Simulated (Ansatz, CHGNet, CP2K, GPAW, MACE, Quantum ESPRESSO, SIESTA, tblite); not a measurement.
# Quantum ESPRESSO on random packing of 70AlN-30Al2O3 (mol %) (78 atoms): settings against a plane-wave reference

Wanted: Quantum ESPRESSO inputs and outputs for random packing of 70AlN-30Al2O3 (mol %) (78 atoms), checked against a plane-wave reference.

Method: the method is named at each step, in Quantum ESPRESSO 7.5.

## Step 1: The starting structure

The cell holds 78 atoms: 35 Al, 19 N and 24 O. Its edges and angles: a = 9.322 Å, b = 9.322 Å, c = 9.322 Å, α = 90.0°, β = 90.0°, γ = 90.0°. 78 atoms (35 Al, 19 N, 24 O) packed at random in a cube at 3.27 g/cm³ and pushed apart as soft spheres, cations and anions kept from their own kind; a start for melting by ab initio MD, not an equilibrated structure. Then every atom was moved at random, 0.05 Å r.m.s. a Cartesian component.

The yardstick, on the same geometry:

| Item | Value |
| --- | --- |
| method | Kohn-Sham DFT, PBE, PAW, plane waves (Ansatz 0.2.0); cutoff 420 eV, Γ point, fermi-dirac smearing of 0.05 eV; PAW set soft_2 |
| r.m.s. force component | 2.025 eV/Å |
| longest force | 5.887 eV/Å |
| pressure | 10.56 GPa |
| SCF cycles | 10 |
| time | 5.7 s on 6 threads of Intel Xeon at 2.30GHz, shared host |
| CPU time | 22 s |

## Step 2: PBE, sssp-1.3.0-efficiency, 60/480 Ry

Method: Kohn-Sham DFT, PBE, SSSP efficiency 1.3.0 pseudopotentials, plane waves.

Input file pw.in:

```
&control
  calculation = 'scf'
  pseudo_dir = './pseudo'
  outdir = './tmp'
  disk_io = 'none'
  tprnfor = .true.
  tstress = .true.
/
&system
  ibrav = 0
  nat = 78
  ntyp = 3
  ecutwfc = 60
  ecutrho = 480
  nosym = .true.
  occupations = 'smearing'
  smearing = 'fd'
  degauss = 0.003675
/
&electrons
  conv_thr = 3.9e-07
  electron_maxstep = 100
  mixing_beta = 0.4
  mixing_mode = 'plain'
  diagonalization = 'david'
/
ATOMIC_SPECIES
Al 26.982 Al.upf
N 14.007 N.upf
O 15.999 O.upf
CELL_PARAMETERS angstrom
9.32240 0.00000 0.00000
0.00000 9.32240 0.00000
0.00000 0.00000 9.32240
ATOMIC_POSITIONS crystal
Al 0.75261 0.16357 0.33567
Al 0.99725 0.09011 0.58802
Al 0.20609 0.61561 0.74663
Al 0.97072 0.81614 0.37572
Al 0.89304 0.30138 0.75937
Al 0.40528 0.19498 0.10952
Al 0.95782 0.56278 0.44857
Al 0.53637 0.47846 0.09798
Al 0.79180 0.33235 0.00288
Al 0.11798 0.91648 0.08340
Al 0.21395 0.66230 0.03458
Al 0.07679 0.33177 0.57443
Al 0.67080 0.87175 0.28879
Al 0.45237 0.44505 0.53735
Al 0.79778 0.90852 0.57596
Al 0.22789 0.29292 0.77657
Al 0.74953 0.61158 0.04846
Al 0.07697 0.18514 0.05352
Al 0.96305 0.60332 0.86424
Al 0.51145 0.31838 0.87815
Al 0.29731 0.41605 0.01205
Al 0.28315 0.80980 0.24726
Al 0.51955 0.02186 0.46420
Al 0.16887 0.96719 0.41854
Al 0.65684 0.14513 0.09398
Al 0.06904 0.31990 0.31915
Al 0.23272 0.99167 0.87780
Al 0.48758 0.63558 0.88156
Al 0.96615 0.03910 0.86211
Al 0.86905 0.83357 0.13347
Al 0.81176 0.80821 0.88198
Al 0.51241 0.07620 0.76681
Al 0.49034 0.83224 0.64172
Al 0.65679 0.64140 0.48703
Al 0.64986 0.49260 0.71636
N 0.66476 0.07567 0.59263
N 0.06470 0.41259 0.75343
N 0.78061 0.49114 0.87208
N 0.62460 0.83802 0.49234
N 0.08142 0.14989 0.75176
N 0.00890 0.80522 0.91383
N 0.24751 0.19648 0.95703
N 0.83018 0.46622 0.61824
N 0.36764 0.44945 0.78726
N 0.66660 0.85109 0.74688
N 0.12031 0.60173 0.31958
N 0.37623 0.77756 0.97700
N 0.49585 0.27131 0.62553
N 0.63295 0.74246 0.96346
N 0.04838 0.90764 0.67851
N 0.45224 0.61493 0.63483
N 0.74672 0.40142 0.24118
N 0.44040 0.73827 0.34169
N 0.03227 0.96917 0.26726
O 0.57290 0.95371 0.14573
O 0.64396 0.42768 0.44951
[... 18 atom lines left out ...]
O 0.47375 0.08969 0.95837
O 0.35789 0.59167 0.14706
O 0.39415 0.34372 0.33014
O 0.70824 0.27551 0.74671
K_POINTS gamma
```

Started as:

```bash
OMP_NUM_THREADS=1 mpirun -np 2 pw.x -in pw.in > output.txt
```

The log of the run:

```text
Program PWSCF
     gamma-point specific algorithms are used
     Parallelization info
     sticks:   dense  smooth     PW     G-vecs:    dense   smooth      PW
     Min        5936    2973    740               485764   171767   21464
     Max        5937    2976    741               485767   171772   21467
     Sum       11873    5949   1481               971531   343539   42931
     bravais-lattice index     =            0
     lattice parameter (alat)  =      17.6168  a.u.
     unit-cell volume          =    5467.3868 (a.u.)^3
     number of atoms/cell      =           78
     number of atomic types    =            3
     number of electrons       =       344.00
     number of Kohn-Sham states=          206
     kinetic-energy cutoff     =      60.0000  Ry
     charge density cutoff     =     480.0000  Ry
     scf convergence threshold =      3.9E-07
     mixing beta               =       0.4000
     number of iterations used =            8  plain     mixing
     Exchange-correlation= SLA  PW   PBX  PBC
                           (   1   4   3   4   0   0   0)
     crystal axes: (cart. coord. in units of alat)
               a(1) = (   1.000000   0.000000   0.000000 )
               a(2) = (   0.000000   1.000000   0.000000 )
               a(3) = (   0.000000   0.000000   1.000000 )
     reciprocal axes: (cart. coord. in units 2 pi/alat)
               b(1) = (  1.000000  0.000000  0.000000 )
               b(2) = (  0.000000  1.000000  0.000000 )
               b(3) = (  0.000000  0.000000  1.000000 )
     PseudoPot. # 1 for Al:
     Pseudo is Projector augmented-wave + core cor, Zval =  3.0
     PseudoPot. # 2 for N :
     Pseudo is Ultrasoft + core correction, Zval =  5.0
     PseudoPot. # 3 for O :
     Pseudo is Projector augmented-wave + core cor, Zval =  6.0
     atomic species   valence    mass     pseudopotential
     Al                3.00    26.98200     Al( 1.00)
     N                 5.00    14.00700     N ( 1.00)
     O                 6.00    15.99900     O ( 1.00)
     No symmetry found
   Cartesian axes
     number of k points=     1  Fermi-Dirac smearing, width (Ry)=  0.0037
                       cart. coord. in units 2pi/alat
        k(    1) = (   0.0000000   0.0000000   0.0000000), wk =   2.0000000
     Dense  grid:   485766 G-vectors     FFT dimensions: ( 125, 125, 125)
     Smooth grid:   171770 G-vectors     FFT dimensions: (  90,  90,  90)
     Initial potential from superposition of free atoms
     starting charge     343.9197, renormalised to     344.0000
     Starting wfcs are  312 randomized atomic wfcs
     Self-consistent Calculation
     iteration #  1     ecut=    60.00 Ry     beta= 0.40
     total energy              =   -2754.26658980 Ry
     estimated scf accuracy    <      24.38595227 Ry
     iteration #  2     ecut=    60.00 Ry     beta= 0.40
     total energy              =   -2750.84342587 Ry
     estimated scf accuracy    <     112.41518508 Ry
     iteration #  3     ecut=    60.00 Ry     beta= 0.40
     total energy              =   -2760.04593874 Ry
     estimated scf accuracy    <      31.72167925 Ry
     iteration #  4     ecut=    60.00 Ry     beta= 0.40
     total energy              =   -2762.47746580 Ry
     estimated scf accuracy    <       9.93264807 Ry
     iteration #  5     ecut=    60.00 Ry     beta= 0.40
     total energy              =   -2762.89066204 Ry
     estimated scf accuracy    <       8.49482865 Ry
     iteration #  6     ecut=    60.00 Ry     beta= 0.40
     total energy              =   -2763.29137238 Ry
     estimated scf accuracy    <       1.65240980 Ry
[...]
c_bands:  2 eigenvalues not converged
[...]
total energy              =   -2763.39656940 Ry
[...]
iteration # 39     ecut=    60.00 Ry     beta= 0.40
     total energy              =   -2763.39656949 Ry
     estimated scf accuracy    <       0.00000090 Ry
     iteration # 40     ecut=    60.00 Ry     beta= 0.40
     total energy              =   -2763.39656950 Ry
     estimated scf accuracy    <       0.00000060 Ry
     iteration # 41     ecut=    60.00 Ry     beta= 0.40
     End of self-consistent calculation
          k = 0.0000 0.0000 0.0000 ( 21466 PWs)   bands (ev):
   -12.0885 -11.9029 -11.5657 -11.4844 -11.1788 -11.0283 -10.8699 -10.7191
   -10.6739 -10.5927 -10.4357  -9.9104  -9.8611  -9.7950  -9.5825  -9.5622
    -9.4709  -9.3993  -9.3658  -9.2963  -9.2137  -8.9033  -8.7014  -8.6295
    -8.1314  -8.1155  -7.8973  -7.4305  -7.2477  -7.0238  -6.8149  -6.6738
    -6.6126  -6.1213  -5.9165  -5.5372  -5.4925  -5.3120  -5.2460  -5.0707
    -4.9565  -4.6112  -4.4595  -0.9968  -0.6575  -0.3564  -0.1529   0.0381
[...]
8.4988   8.6210   8.6649   8.7735   8.8010   8.9348   8.9852   9.0980
     9.3116   9.4479   9.5592   9.6247   9.7098   9.7174   9.8873  10.1177
    10.3250  10.4246  10.5486  10.6976  10.8728  10.9924  11.0257  11.0922
    11.2179  11.4115  11.5311  11.5897  11.7244  11.7631
     the Fermi energy is     8.2302 ev
!    total energy              =   -2763.39656922 Ry
     estimated scf accuracy    <       0.00000038 Ry
     smearing contrib. (-TS)   =      -0.01722689 Ry
     internal energy E=F+TS    =   -2763.37934232 Ry
     The total energy is F=E-TS. E is the sum of the following terms:
     one-electron contribution =    -272.97105690 Ry
     hartree contribution      =     369.46927510 Ry
     xc contribution           =    -373.43882899 Ry
     ewald contribution        =   -1043.92907605 Ry
     one-center paw contrib.   =   -1442.50965550 Ry
     convergence has been achieved in  41 iterations
     Forces acting on atoms (cartesian axes, Ry/au):
     atom    1 type  1   force =    -0.00908704    0.15449261    0.08120782
     atom    2 type  1   force =    -0.01282881   -0.09525341   -0.07619019
     atom    3 type  1   force =     0.05670765    0.02993455   -0.12983290
     atom    4 type  1   force =    -0.03303951   -0.07911664   -0.00802617
     atom    5 type  1   force =    -0.01038273    0.07896063    0.03225577
     atom    6 type  1   force =    -0.14497427   -0.07863451    0.06864383
[...]
atom   76 type  3   force =     0.05083482   -0.04751720   -0.07837480
     atom   77 type  3   force =     0.08600251   -0.01454521   -0.03468079
     atom   78 type  3   force =    -0.09887095    0.05979205    0.07245001
     Total force =     1.204256     Total SCF correction =     0.001526
     Computing stress (Cartesian axis) and pressure
          total   stress  (Ry/bohr**3)                   (kbar)     P=      106.19
   0.00053293   0.00004099  -0.00009386           78.40        6.03      -13.81
   0.00004099   0.00076617   0.00004586            6.03      112.71        6.75
  -0.00009386   0.00004586   0.00086652          -13.81        6.75      127.47
     Message from routine punch:
     Nothing written, as per user request (disk_io='none')
```

Wall time 12 min (2 MPI ranks of Intel Xeon at 2.30GHz, shared host); peak memory 2.8 GiB; 25 min of CPU time.

Banners, paths, timers and routine set-up lines are dropped from the logs unmarked, and long logs keep their key lines alone; longer cuts are marked.

Compared with the plane-wave run:

```
r.m.s. force component                  : 2.024 eV/Å
r.m.s. difference of force components   : 27.69 meV/Å
longest difference of force vectors     : 119.7 meV/Å
force difference over r.m.s. force      : 1.368 %
slope of forces against the reference's : 0.9994
correlation of force components         : 0.9999
pressure                                : 10.62 GPa
pressure difference                     : 0.0608 GPa
```

Length of the force difference by element (eV/Å):

| element | atoms | mean | most |
| --- | --- | --- | --- |
| Al | 35 | 0.042 | 0.11 |
| N | 19 | 0.034 | 0.066 |
| O | 24 | 0.045 | 0.12 |

A closer look about O57, picked at random: 9 atoms, nearest first, numbered in the order of the input, with positions taken from that point.

| atom | x | y | z | distance (Å) | Fx | Fy | Fz (eV/Å) |
| --- | --- | --- | --- | --- | --- | --- | --- |
| O57 | 0.00 | 0.00 | 0.00 | 0.00 | 0.74 | 1.74 | 2.00 |
| Al7 | 0.59 | -0.47 | 1.86 | 2.01 | -1.11 | -0.24 | 0.67 |
| O70 | 1.11 | -0.23 | -1.86 | 2.18 | 1.76 | 0.55 | -1.29 |
| N46 | 2.10 | -0.11 | 0.66 | 2.21 | -2.24 | 1.80 | 1.98 |
| Al17 | -1.35 | -0.02 | -1.87 | 2.31 | 0.97 | -1.95 | 2.64 |
| Al30 | -0.24 | 2.05 | -1.07 | 2.33 | 1.55 | 1.18 | 0.66 |
| O67 | -2.33 | 0.01 | -0.10 | 2.33 | -0.48 | 0.51 | -1.18 |
| Al4 | 0.71 | 1.89 | 1.18 | 2.34 | -0.85 | -2.03 | -0.21 |
| N52 | -1.38 | -1.98 | -0.07 | 2.41 | -1.21 | -1.78 | -3.64 |

Forces lie 1.4 % from the reference's, at 67 times its CPU time (on 2 against 6 cores).

## Step 3: Outcome

| Quantity | Value |
| --- | --- |
| force difference from the reference | QE PBE, sssp-1.3.0-efficiency, 60/480 Ry, 1.4 % |
| its CPU time | 25 min |

PBE on plane waves or a grid with other potentials, cutoffs or grids differs from the reference by 1.4 % (QE PBE, sssp-1.3.0-efficiency, 60/480 Ry) of the r.m.s. force; this holds the reference's own error, so differences of a few per cent don't tell which side is nearer the exact PBE result (QE's 60 Ry are 816 eV, against the reference's 420 eV). The reference's stress is far from hydrostatic: its diagonal is 7.7, 11.3, 12.7 GPa, compression counted positive. The reference's pressure of 11 GPa belongs to a cell and atoms that aren't relaxed at this level. The electronic-structure runs sample only Γ, in a cell whose shortest periodic width is 9 Å, which is coarse for a cell with partly filled levels.

[Also dropped from logs without a mark: logging warnings of Python, and SIESTA's first energy breakdown and zero terms.]

[Logs are printed without paths, hosts, clocks, repeated set-up lines and the standing remarks that a program may print on its own settings, such as how far it seeks lower states.]

[Hosts, paths, dates, database ids (printed as entryN), source tags and the programs' standing remarks are cut or masked in the printed files.]
